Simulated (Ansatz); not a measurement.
## Y_Sn in SnO2 (P4_2/mnm): charge-transition levels and formation energies

Aim: at which Fermi levels does Y_Sn in SnO2 (P4_2/mnm) change its charge? The model is a cell of 72 host atoms with 1 Sn taken out and 1 Y put in.

Calculated with Ansatz 0.2.0; place-levels on r2SCAN runs: charge-transition levels and formation energies with image-charge correction and potential alignment at the atomic sites; PAW set soft_1.

**What experiment says.**

“Study on the Photocatalytic Properties of Flower-Shaped SnO2” (2022, pmc:9565917) quotes from earlier work for SnO2, rutile (bulk crystal): band gap (experimental gap quoted from earlier work) 3.6 eV [literature value quoted in passing in the paper's theory part; sample, method and …].

## 1. The starting structure

The cell holds 72 atoms: 23 Sn, 48 O and 1 Y. Its edges and angles: a = 9.516 Å, b = 9.516 Å, c = 9.602 Å, α = 90.0°, β = 90.0°, γ = 90.0°. It derives from SnO2 (space group P4_2/mnm). Nearest the centre at fractional (0.500, 0.500, 0.667): Y68 at 0.00 Å, O71 at 2.06 Å, O18 at 2.06 Å, O28 at 2.07 Å, O45 at 2.07 Å, O34 at 2.07 Å, O51 at 2.07 Å, Sn62 at 3.20 Å.

Coordinates:

```xyz
72
Lattice="9.5155 0.0000 0.0000 0.0000 9.5155 0.0000 0.0000 0.0000 9.6020" Properties=species:S:1:pos:R:3 pbc="T T T"
Sn    2.3789    2.3789    1.6003
Sn    0.0000    0.0000    0.0000
O     0.9233    3.8345    1.6003
O     3.8345    0.9233    1.6003
O     1.4556    1.4556    0.0000
O     3.3022    3.3022    0.0000
Sn    2.3789    2.3789    4.8010
Sn    0.0000    0.0000    3.2007
O     0.9233    3.8345    4.8010
O     3.8345    0.9233    4.8010
O     1.4556    1.4556    3.2007
O     3.3022    3.3022    3.2007
Sn    2.3789    2.3789    8.0017
Sn    0.0000    0.0000    6.4014
O     0.9233    3.8345    8.0017
O     3.8345    0.9233    8.0017
O     1.4556    1.4556    6.4014
O     3.3022    3.3022    6.4014
Sn    2.3789    7.1366    1.6003
Sn    0.0000    4.7578    0.0000
O     0.9233    8.5922    1.6003
O     3.8345    5.6810    1.6003
O     1.4556    6.2134    0.0000
O     3.3022    8.0599    0.0000
Sn    2.3789    7.1366    4.8010
Sn    0.0000    4.7578    3.2007
O     0.9233    8.5922    4.8010
O     3.8345    5.6810    4.8010
O     1.4556    6.2134    3.2007
O     3.3022    8.0599    3.2007
Sn    2.3789    7.1366    8.0017
Sn    0.0000    4.7578    6.4014
O     0.9233    8.5922    8.0017
O     3.8345    5.6810    8.0017
O     1.4556    6.2134    6.4014
O     3.3022    8.0599    6.4014
Sn    7.1366    2.3789    1.6003
Sn    4.7578    0.0000    0.0000
O     5.6810    3.8345    1.6003
O     8.5922    0.9233    1.6003
O     6.2134    1.4556    0.0000
O     8.0599    3.3022    0.0000
Sn    7.1366    2.3789    4.8010
Sn    4.7578    0.0000    3.2007
O     5.6810    3.8345    4.8010
O     8.5922    0.9233    4.8010
O     6.2134    1.4556    3.2007
O     8.0599    3.3022    3.2007
Sn    7.1366    2.3789    8.0017
Sn    4.7578    0.0000    6.4014
O     5.6810    3.8345    8.0017
O     8.5922    0.9233    8.0017
O     6.2134    1.4556    6.4014
O     8.0599    3.3022    6.4014
Sn    7.1366    7.1366    1.6003
Sn    4.7578    4.7578    0.0000
O     5.6810    8.5922    1.6003
O     8.5922    5.6810    1.6003
O     6.2134    6.2134    0.0000
O     8.0599    8.0599    0.0000
Sn    7.1366    7.1366    4.8010
Sn    4.7578    4.7578    3.2007
O     5.6810    8.5922    4.8010
O     8.5922    5.6810    4.8010
O     6.2134    6.2134    3.2007
O     8.0599    8.0599    3.2007
Sn    7.1366    7.1366    8.0017
Y     4.7578    4.7578    6.4014
O     5.6810    8.5922    8.0017
O     8.5922    5.6810    8.0017
O     6.2134    6.2134    6.4014
O     8.0599    8.0599    6.4014
```

Known beforehand: the electronic dielectric constant, (4.60, 4.60, 4.91), and the static one, (13.48, 13.48, 10.42), from a response run on this crystal (DFPT, PBEsol) at that run's own cell.

The cell's shortest repeat is 9.5 Å.

## 2. Charge states

Levels follow from differences of total energies between charge states, each relaxed by itself.

Random displacements of about 0.05 Å break the site symmetry at the start, so that the relaxation can reach a distorted minimum if there is one. Forces are taken at one point at (¼, ¼, ¼). The cell holds 1 electron more than the neutral one, with a uniform background that keeps it neutral on the whole.

The sampling was tested on the host first: at the k-points planned (1x1x1 shifted 0.25 0.25 0.25) its energy lies 0.000 eV an atom from the dense-mesh value, under the bound of 0.02 eV set for this test; that bounds the host's error, not the defect's.

One of the inputs; charge, spin and start change from state to state.

qm1.relax/input.yaml

```yaml
crystal:
  lattice:
    - [4.75775154, 0.0, 0.0]
    - [0.0, 4.75775154, 0.0]
    - [0.0, 0.0, 3.20068146]
  atoms:
    - { symbol: Sn, position: [0.5, 0.5, 0.5] }
    - { symbol: Sn, position: [0.0, 0.0, 0.0] }
    - { symbol: O, position: [0.19405723, 0.80594277, 0.5] }
    - { symbol: O, position: [0.80594277, 0.19405723, 0.5] }
    - { symbol: O, position: [0.30594277, 0.30594277, 0.0] }
    - { symbol: O, position: [0.69405723, 0.69405723, 0.0] }
  supercell: [2, 2, 3]
  defects: [{ substitution: { at: 67, symbol: "Y" } }]
total_charge: -1
basis:
  ecutwfc: 500
  xc_grid: 2
hamiltonian:
  xc: r2scan
  pseudopotentials: { kind: paw, azcp: { folder: soft_1 } }
kpoints:
  mp_grid: { grid: [1, 1, 1], shift: [0.25, 0.25, 0.25] }
scf:
  occupations: { method: fixed }
  max_iter: 80
output:
  forces: true
  charged_corrections: { epsilon: [4.6, 4.6, 4.91], static_epsilon: [13.48, 13.48, 10.42] }
relax:
  f_tol: 0.02
  max_steps: 80
  random_displacement: { amplitude: 0.05, seed: 6725 }
checkpoint:
  write: "../qm1.relax.run"
  compress: false
  write_wavefunctions: true
  write_every: 100000
```

On the command line:

```bash
$ ansatz run input.yaml --threads 4 --pin off --max-ram 15073MiB --backend cpu --events-out ev --progress --plain --runs-dir out
```

The relaxed structure is kept and the sampling changed to a 2×2×2 shifted mesh.

The run of this state that the levels use, under r2SCAN:

qm1.point/input.yaml

```yaml
crystal:
  checkpoint: "../qm1.relax.run"
  host: checkpoint
total_charge: -1
basis:
  ecutwfc: 500
  xc_grid: 2
hamiltonian:
  xc: r2scan
  pseudopotentials: { kind: paw, azcp: { folder: soft_1 } }
kpoints:
  mp_grid: { grid: [2, 2, 2], shift: [0.5, 0.5, 0.5] }
scf:
  occupations: { method: fermi_dirac, width: 0.01 }
  max_iter: 80
output:
  forces: true
  eigenvalues: true
  charged_corrections:
    epsilon: [4.6, 4.6, 4.91]
    static_epsilon: [13.48, 13.48, 10.42]
    defect_position: [0.5, 0.5, 0.666667]
  eigenstates: { localisation: true }
  populations: true
  band_densities: [{ bands: [v1, v1] }, { bands: [c1, c1] }]
  write_density: true
  write_potential: true
  volumetric_format: npy
checkpoint:
  read: "../qm1.relax.run"
  write: "../qm1.point.run"
  compress: false
  write_wavefunctions: false
  write_every: 100000
```

Relaxations under r2SCAN at one point at (¼, ¼, ¼); times on 4 threads of Arm Neoverse V1, shared host:

```
charge  moment (μB)  occupations    outcome  steps  largest displacement against the far atoms (Å)     time
    −1            0        fixed  converged      4                                            0.15    3 min
     0            1        fixed  converged      5                                            0.15  6.8 min
    +1            0        fixed  converged      4                                            0.16    3 min
    +1            2        fixed  converged      7                                            0.16   12 min
```

Single points under r2SCAN at a 2×2×2 shifted mesh; times on 4 threads of Arm Neoverse V1, shared host:

```
charge  moment (μB)  occupations    outcome     time
    −1            0  fermi-dirac  converged  3.2 min
     0            1  fermi-dirac  converged  7.7 min
    +1            0  fermi-dirac  converged  3.7 min
    +1            2  fermi-dirac  converged  9.5 min
```

Distances (Å) from Y68 to the nearest atoms after relaxation with r2SCAN:

```
charge  moment (μB)      1.      2.      3.      4.      5.      6.
    −1            0  O 2.18  O 2.18  O 2.21  O 2.21  O 2.21  O 2.21
     0            1  O 2.18  O 2.18  O 2.21  O 2.21  O 2.21  O 2.21
    +1            0  O 2.18  O 2.18  O 2.22  O 2.22  O 2.22  O 2.22
    +1            2  O 2.18  O 2.18  O 2.22  O 2.22  O 2.22  O 2.22
```

## 3. Levels against the band edges, r2SCAN

A charged cell interacts with its images and the background, and its potential has another zero than the host's. place-levels removes the first by a point-charge model, screened by the static dielectric constant since the ions have relaxed around the charge, and the second by comparing potentials at atoms far from the defect.

The host is a run of the defect-free crystal in the same cutoffs, grids and k-points, so that basis and sampling errors cancel in part in the differences. The host is run in a cell of 6 atoms on a matching mesh. Its band edges are searched through the zone by a band path, so the gap is smaller than, or equal to, that on the mesh. Chemical potentials are energies per atom of Sn (alpha-Sn (diamond)) and Y (hcp), run with the same functional and cutoff.

levels.point.yaml

```yaml
host:
  run: host.point.run
states: [qm1.point.run, q0_M1.point.run, qp1.point.run, qp1_M2.point.run]
geometry_from:
  qm1.point.run: qm1.relax.run
  q0_M1.point.run: q0_M1.relax.run
  qp1.point.run: qp1.relax.run
  qp1_M2.point.run: qp1_M2.relax.run
  host.point.run: host.relax.run
chemical_potentials:
  Sn:
    energy: -6038.703821
    dataset: <sha256 of the dataset>
  "Y":
    energy: -3859.72699
    dataset: "<sha256 of the dataset>"
epsilon: [4.6, 4.6, 4.91]
static_epsilon: [13.48, 13.48, 10.42]
vertical:
  - { from: qm1.point.run, to: qm1.point_neutral.run }
  - { from: qp1.point.run, to: qp1.point_neutral.run }
  - { from: qp1_M2.point.run, to: qp1_M2.point_neutral.run }
```

On the command line:

```bash
$ ansatz place-levels levels.point.yaml -- --threads 4 --pin off --max-ram 15073MiB
```

Numbers of over 12 decimals in the logs are rounded to 6 here.

What it wrote:

```text
[... repeated set-up lines and file paths are left out, and long positions are rounded to six places ...]
(+1/0) 0.000 eV above the valence edge (-0.234 eV without the band-filling correction), 1.795 eV under the conduction edge
(0/-1) 0.038 eV above the valence edge, 1.757 eV under the conduction edge
formation energy of charge +1: -2.255 eV with the Fermi level at the valence edge
formation energy of charge 0: -2.255 eV with the Fermi level at the valence edge
formation energy of charge -1: -2.217 eV with the Fermi level at the valence edge
vertical -1 to 0: no energy, since no alignment is typed
  the change from vertical[0].from (qm1.point.run) to vertical[0].to (qm1.point_neutral.run): by its potential at epsilon [4.6, 4.6, 4.91] it stands at 0.500 0.500 0.667, with an rms radius of about 6.1 Å (3.1 3.1 4.3 Å across the planes of the cell's [...]
vertical +1 to 0: no energy, since no alignment is typed
  the change from vertical[1].from (qp1.point.run) to vertical[1].to (qp1.point_neutral.run): by its potential at epsilon [4.6, 4.6, 4.91] it stands at 0.500 0.500 0.165, with an rms radius of about 7.0 Å (3.8 3.8 4.4 Å across the planes of the cell's [...]
vertical +1 to 0: no energy, since no alignment is typed
  the change from vertical[2].from (qp1_M2.point.run) to vertical[2].to (qp1_M2.point_neutral.run): by its potential at epsilon [4.6, 4.6, 4.91] it stands at 0.501 0.499 0.665, with an rms radius of about 5.5 Å (2.3 2.3 4.5 Å across the planes of the cell's [...]
  edges by r2scan, gap 1.795 eV; the host is sampled to repeats of 26.91 Å
  the defect's cells are sampled to repeats of 26.91 Å, like sampling
  charge +1: -170062.7952 eV with its correction of +0.023 eV, at epsilon [13.48, 13.48, 10.42], aligned at sites: -0.1493 eV, mean over 37 atomic sites at or beyond 4.76 Å from the defect at [0.5000, 0.5000, 0.6667], with -0.010748 for the charge's moments [...]
  charge 0: +0.000 eV for its dipole among its images, +0.000 omitted
  charge -1: -170045.1238 eV with its correction of +0.150 eV, at epsilon [13.48, 13.48, 10.42], aligned at sites: +0.0217 eV, mean over 37 atomic sites at or beyond 4.76 Å from the defect at [0.5000, 0.5000, 0.6667], with -0.021070 for the charge's moments [...]
  charge +1: states[3] (qp1_M2.point.run) stands 0.198 eV higher, with a moment of 2.00 μB against 0.00
  states[3] (qp1_M2.point.run): levels filled in part (TS 0.005 eV): its energy is of no whole electron's
  of states[2] (qp1.point.run): it parts from the run at its places by a charge that spreads by about 4.4 Å along one vector (1.7 Å or more is wide), by its potential at epsilon [4.6, 4.6, 4.91], taken for that of held ions (one typed too small widens it), [...]
  of states[1] (q0_M1.point.run): stability_check_not_made
  of states[0] (qm1.point.run): it parts from the run at its places by a charge that spreads by about 4.3 Å along one vector (1.7 Å or more is wide), by its potential at epsilon [4.6, 4.6, 4.91], taken for that of held ions (one typed too small widens it), [...]
  of states[3] (qp1_M2.point.run): it parts from the run at its places by a charge that spreads by about 4.5 Å along one vector (1.7 Å or more is wide), by its potential at epsilon [4.6, 4.6, 4.91], taken for that of held ions (one typed too small widens it), [...]
  of vertical[0].from (qm1.point.run): it parts from the run at its places by a charge that spreads by about 4.3 Å along one vector (1.7 Å or more is wide), by its potential at epsilon [4.6, 4.6, 4.91], taken for that of held ions (one typed too small widens [...]
  of vertical[0].to (qm1.point_neutral.run): stability_check_not_made
  of vertical[1].from (qp1.point.run): it parts from the run at its places by a charge that spreads by about 4.4 Å along one vector (1.7 Å or more is wide), by its potential at epsilon [4.6, 4.6, 4.91], taken for that of held ions (one typed too small widens [...]
  of vertical[1].to (qp1.point_neutral.run): stability_check_not_made
  vertical[2].from (qp1_M2.point.run): levels filled in part (TS 0.005 eV): its energy is of no whole electron's
  of vertical[2].from (qp1_M2.point.run): its moments are held at its close (magnetization.spin_locking), by a field of 0.050 eV a Bohr magneton, and its energy and levels are of the state that this holds: a run that lets them go can end lower; [...]
  of vertical[2].to (qp1_M2.point_neutral.run): stability_check_not_made
```

It took 0.5 s on 4 threads of Arm Neoverse V1, shared host.

(Continued in part 2 of 2.)

[Logs are printed without paths, hosts, clocks, repeated set-up lines and the standing remarks that a program may print on its own settings, such as how far it seeks lower states.]

[Hosts, paths, dates, database ids (printed as entryN), source tags and the programs' standing remarks are cut or masked in the printed files.]

[Where a table of states has a column of steps, it counts the stored structures, which are thinned; the runs took as many ionic steps or more.]

[A defect's name tells the site on which it was built; relaxed atoms can leave that site.]

[For some hosts the program warned that the k-mesh of the response run may be too coarse for force constants and the static dielectric constant; such warnings are not shown here.]
